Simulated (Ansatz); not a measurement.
**F_i (6-fold void) in NaAsF6 from one Python script**

Aim: charge states, host run and transition levels of F_i (6-fold void) in NaAsF6 from one script on Ansatz's Python interface. The model is a cell of 64 host atoms with 1 F put in.

Program: Ansatz 0.2.0. Level of theory: plane-wave PAW DFT, PBEsol; Python script: charge states of a defect supercell, host, and levels with image-charge correction and alignment. Results are calculated unless marked as measured.

## Step 1: The starting structure

The cell holds 65 atoms: 8 Na, 8 As and 49 F. Its edges and angles: a = 11.316 Å, b = 11.316 Å, c = 11.316 Å, α = 56.8°, β = 56.8°, γ = 56.8°. It derives from NaAsF6 (space group R-3). Nearest the centre at fractional (0.166, 0.166, 0.166): F65 at 0.00 Å, F7 at 2.16 Å, F6 at 2.16 Å, F8 at 2.16 Å, F13 at 2.34 Å, F19 at 2.34 Å, F36 at 2.34 Å, Na1 at 2.39 Å.

As a file:

```xyz
65
Lattice="5.3804 3.1064 9.4577 -5.3804 3.1064 9.4577 0.0000 -6.2128 9.4577" Properties=species:S:1:pos:R:3 pbc="T T T"
Na    0.0000    0.0000    7.0933
As    0.0000    0.0000    0.0000
F    -1.8469   -0.3999    8.4471
F     0.5771    1.7994    8.4471
F     1.2698   -1.3995    8.4471
F     1.8469    0.3999    5.7396
F    -0.5771   -1.7994    5.7396
F    -1.2698    1.3995    5.7396
Na    0.0000   -3.1064   11.8222
As    0.0000   -3.1064    4.7289
F    -1.8469   -3.5063   13.1759
F     0.5771   -1.3070   13.1759
F     1.2698   -4.5059   13.1759
F     1.8469   -2.7065   10.4684
F    -0.5771   -4.9058   10.4684
F    -1.2698   -1.7069   10.4684
Na   -2.6902    1.5532   11.8222
As   -2.6902    1.5532    4.7289
F    -4.5371    1.1533   13.1759
F    -2.1131    3.3526   13.1759
F    -1.4205    0.1537   13.1759
F    -0.8433    1.9531   10.4684
F    -3.2674   -0.2462   10.4684
F    -3.9600    2.9527   10.4684
Na   -2.6902   -1.5532   16.5510
As   -2.6902   -1.5532    9.4577
F    -4.5371   -1.9531   17.9048
F    -2.1131    0.2462   17.9048
F    -1.4205   -2.9527   17.9048
F    -0.8433   -1.1533   15.1973
F    -3.2674   -3.3526   15.1973
F    -3.9600   -0.1537   15.1973
Na    2.6902    1.5532   11.8222
As    2.6902    1.5532    4.7289
F     0.8433    1.1533   13.1759
F     3.2674    3.3526   13.1759
F     3.9600    0.1537   13.1759
F     4.5371    1.9531   10.4684
F     2.1131   -0.2462   10.4684
F     1.4205    2.9527   10.4684
Na    2.6902   -1.5532   16.5510
As    2.6902   -1.5532    9.4577
F     0.8433   -1.9531   17.9048
F     3.2674    0.2462   17.9048
F     3.9600   -2.9527   17.9048
F     4.5371   -1.1533   15.1973
F     2.1131   -3.3526   15.1973
F     1.4205   -0.1537   15.1973
Na    0.0000    3.1064   16.5510
As    0.0000    3.1064    9.4577
F    -1.8469    2.7065   17.9048
F     0.5771    4.9058   17.9048
F     1.2698    1.7069   17.9048
F     1.8469    3.5063   15.1973
F    -0.5771    1.3070   15.1973
F    -1.2698    4.5059   15.1973
Na    0.0000    0.0000   21.2799
As    0.0000    0.0000   14.1866
F    -1.8469   -0.3999   22.6337
F     0.5771    1.7994   22.6337
F     1.2698   -1.3995   22.6337
F     1.8469    0.3999   19.9262
F    -0.5771   -1.7994   19.9262
F    -1.2698    1.3995   19.9262
F     0.0000    0.0000    4.6987
```

Screening for the image-charge correction: ε∞ = 1.84, ε0 = (3.75, 3.75, 3.97), from a response run on this crystal (DFPT, PBEsol) at that run's own cell.

The cell's shortest repeat is 10.8 Å.

## Step 2: The script

The script is meant to run each charge state in one cell with one kind of occupations, so that the energies compare, and then the host's unit cell on the matching mesh, with a search for its band edges. The last call forms corrections, levels and formation energies from the saved runs.

The input, run.py:

```python
import ansatz as az
from ansatz.input_file.blocks import ChemicalPotentialInput, HostRunInput, PlaceLevelsInput

# F_i (6-fold void) in NaAsF6
STATES = [(-1, None), (0, 1), (1, None)]  # charge, total moment
EPSILON, STATIC = 1.84, (3.75, 3.75, 3.97)

host = az.Crystal.from_extxyz("host.extxyz")
defect = (
    host.supercell(2, 2, 2)
    .atom("F", (0.331206, 0.331206, 0.331206), symmetry=False)
)


def settings(calculation):
    return calculation.functional("pbesol").basis(420, xc_grid=2, grid_basis="typed")


runs = []
for charge, moment in STATES:
    name = f"q{charge:+d}_m{moment}.run"
    state = settings(defect.calculation()).kpoints(1, 1, 1, shift=(0.25, 0.25, 0.25)).occupations("fermi_dirac", width=0.005)
    state = state.charge(charge).scf(max_iterations=100)
    if moment is not None:
        state = state.spin("collinear", total=moment, lock="hard")
    state = state.charged_corrections(epsilon=EPSILON, static_epsilon=STATIC, defect_position=(0.165603, 0.165603, 0.165603)).forces()
    state = state.relax(force_tolerance=0.02, max_steps=80, displacement_amplitude=0.05, displacement_seed=1049)
    try:
        outcome = state.band_table().checkpoint(write=name).run(threads=4, pin="off", max_ram="7360MiB")
    except (az.NonConvergedError, az.RefusalError) as failure:
        print(f"{name}: {type(failure).__name__}: {str(failure)[:300]}")
        continue
    report = outcome.report
    runs.append(name)
    print(f"{name}: F = {report['free_energy_ev']:.4f} eV, moment {report['magnetization_mub']:.3f}, {report['n_iterations']} iterations in the last SCF")

bulk = settings(host.calculation()).kpoints(2, 2, 2, shift=(0.25, 0.25, 0.25), path=["VBM", "CBM"], intervals=1).occupations("fixed").scf(self_checks="high").forces()
bulk = bulk.relax(force_tolerance=0.02)
outcome = bulk.basis(precision="f64").checkpoint(write="host.run").run(threads=4, pin="off", max_ram="7360MiB")
print(f"bulk: F = {outcome.report['free_energy_ev']:.4f} eV, band edges {outcome.report['band_edges_ev']}")

potentials = {
    "F": ChemicalPotentialInput(energy=-797.64292, dataset="<sha256 of the dataset>"),  # F2 molecule
}
levels = az.place_levels(PlaceLevelsInput(host=HostRunInput(run="host.run"), states=runs, chemical_potentials=potentials))
for level in levels.record.defects[0].levels:
    print(f"({level.upper_charge:+d}/{level.lower_charge:+d}) at {level.above_valence_ev:.3f} eV above the valence edge")
print(levels)
```

The input, host.extxyz:

```
8
Lattice="2.6902202818849954 1.553199403925693 4.728871287883924 -2.6902202818849954 1.553199403925693 4.728871287883924 1.9887185633906325e-17 -3.106398807851386 4.728871287883924" Properties=species:S:1:pos:R:3 pbc="T T T"
Na       0.00000000       0.00000000       7.09330693
As       0.00000000       0.00000000       0.00000000
F       -1.84690737      -0.39988821       8.44706373
F        0.57714034       1.79941280       8.44706373
F        1.26976703      -1.39952460       8.44706373
F        1.84690737       0.39988821       5.73955014
F       -0.57714034      -1.79941280       5.73955014
F       -1.26976703       1.39952460       5.73955014
```

Launch:

```console
$ python run.py
```

Numbers of over 12 decimals in the logs are rounded to 6 here.

Output:

```text
[... repeated set-up lines and file paths are left out, and long positions are rounded to six places ...]
q-1_mNone.run: F = -89547.5004 eV, moment 0.000, 2 iterations in the last SCF
q+0_m1.run: F = -89548.6444 eV, moment 1.000, 2 iterations in the last SCF
q+1_mNone.run: F = -89548.4034 eV, moment 0.000, 9 iterations in the last SCF
bulk: F = -11094.0153 eV, band edges [-1.116330, 4.552246]
(+1/+0) at 0.325 eV above the valence edge
(+0/-1) at 2.493 eV above the valence edge
(+1/0) 0.325 eV above the valence edge, 5.232 eV under the conduction edge
(0/-1) 2.493 eV above the valence edge, 3.064 eV under the conduction edge
formation energy of charge +1: +0.796 eV with the Fermi level at the valence edge
formation energy of charge 0: +1.121 eV with the Fermi level at the valence edge
formation energy of charge -1: +3.614 eV with the Fermi level at the valence edge
  edges by pbesol, gap 5.557 eV; the host is sampled to repeats of 10.76 Å
  the defect's cells are sampled to repeats of 10.76 Å, like sampling
  charge +1: -89547.8545 eV with its correction of +0.549 eV, at epsilon [3.75, 3.75, 3.97], aligned at sites: -0.0047 eV, mean over 23 atomic sites at or beyond 5.38 Å from the defect at [0.1656, 0.1656, 0.1656], with +0.000000 for the charge's moments and [...]
  charge 0: +0.000 eV for its dipole among its images, +0.010 omitted
  charge -1: -89547.2659 eV with its correction of +0.234 eV, at epsilon [3.75, 3.75, 3.97], aligned at sites: +0.3191 eV, mean over 22 atomic sites at or beyond 5.38 Å from the defect at [0.1656, 0.1656, 0.1656], with +0.000000 for the charge's moments and [...]
  of states[2] (q+1_mNone.run): how wide its charge is, is not read beside other atoms or cores, and a band state would take no correction. [...]
  of states[1] (q+0_m1.run): its displacements don't fall off away from the defect: farther atoms stand 0.102 Å off the host's places. [...]
  of states[0] (q-1_mNone.run): how wide its charge is, is not read beside other atoms or cores, and a band state would take no correction. [...]
```

The job ended after 42 min (4 threads of Arm Neoverse V2, shared host; peak memory 0.49 GiB).

Formation energy by charge state (elemental references; gap 5.56 eV):

```tsv
charge	at valence top (eV)	at conduction bottom (eV)
+1	0.80	6.35
0	1.12	1.12
−1	3.61	-1.94
```

Fermi level (eV), lowest formation energy (eV) and a bar from the least value:
```
     0.00       0.80 ###########################
     0.50       1.12 ##############################
     1.01       1.12 ##############################
     1.51       1.12 ##############################
     2.02       1.12 ##############################
     2.52       1.09 ##############################
     3.03       0.58 #########################
     3.54       0.08 ####################
     4.04      -0.43 ###############
     4.55      -0.93 ##########
     5.05      -1.44 #####
     5.56      -1.94
```

The lowest state changes at 0.32 eV (+1/0) and 2.49 eV (0/−1) above the valence top. The formation energy turns negative for some Fermi levels (elemental references), which would push the Fermi level away from there.

## Step 3: Summary of results

| Property | Result |
| --- | --- |
| gap of the host | 5.56 eV |
| level (plus 1/0) | 0.33 eV from the valence top |
| level (0/minus 1) | 2.49 eV from the valence top |

What this shows: Between neighbouring charges the script places (+1/0) at 0.33 and (0/−1) at 2.49 eV above the valence top, in a gap of 5.56 eV. The image-charge corrections reach 0.55 eV. It also warns that far atoms have moved. The edges that the host run prints, 5.67 eV apart, are those of its mesh; the gap comes from the search along the path. The program calls the alignment of potentials doubtful for this cell, and part of the corrections rests on it. Under elemental-reference conditions the lowest formation energy of the charges run is negative for Fermi levels from 3.61 to 5.56 eV. Only the listed charges were run, so further levels can't show. Limits: one k-point off the zone centre stands for the whole zone; PBEsol makes the gap too small and tends to spread out bound carriers; where a gas molecule sets a chemical potential or the host's formation energy, its binding is uncorrected.

[Logs are printed without paths, hosts, clocks, repeated set-up lines and the standing remarks that a program may print on its own settings, such as how far it seeks lower states.]

[Hosts, paths, dates, database ids (printed as entryN), source tags and the programs' standing remarks are cut or masked in the printed files.]

[For some hosts the program warned that the k-mesh of the response run may be too coarse for force constants and the static dielectric constant; such warnings are not shown here.]
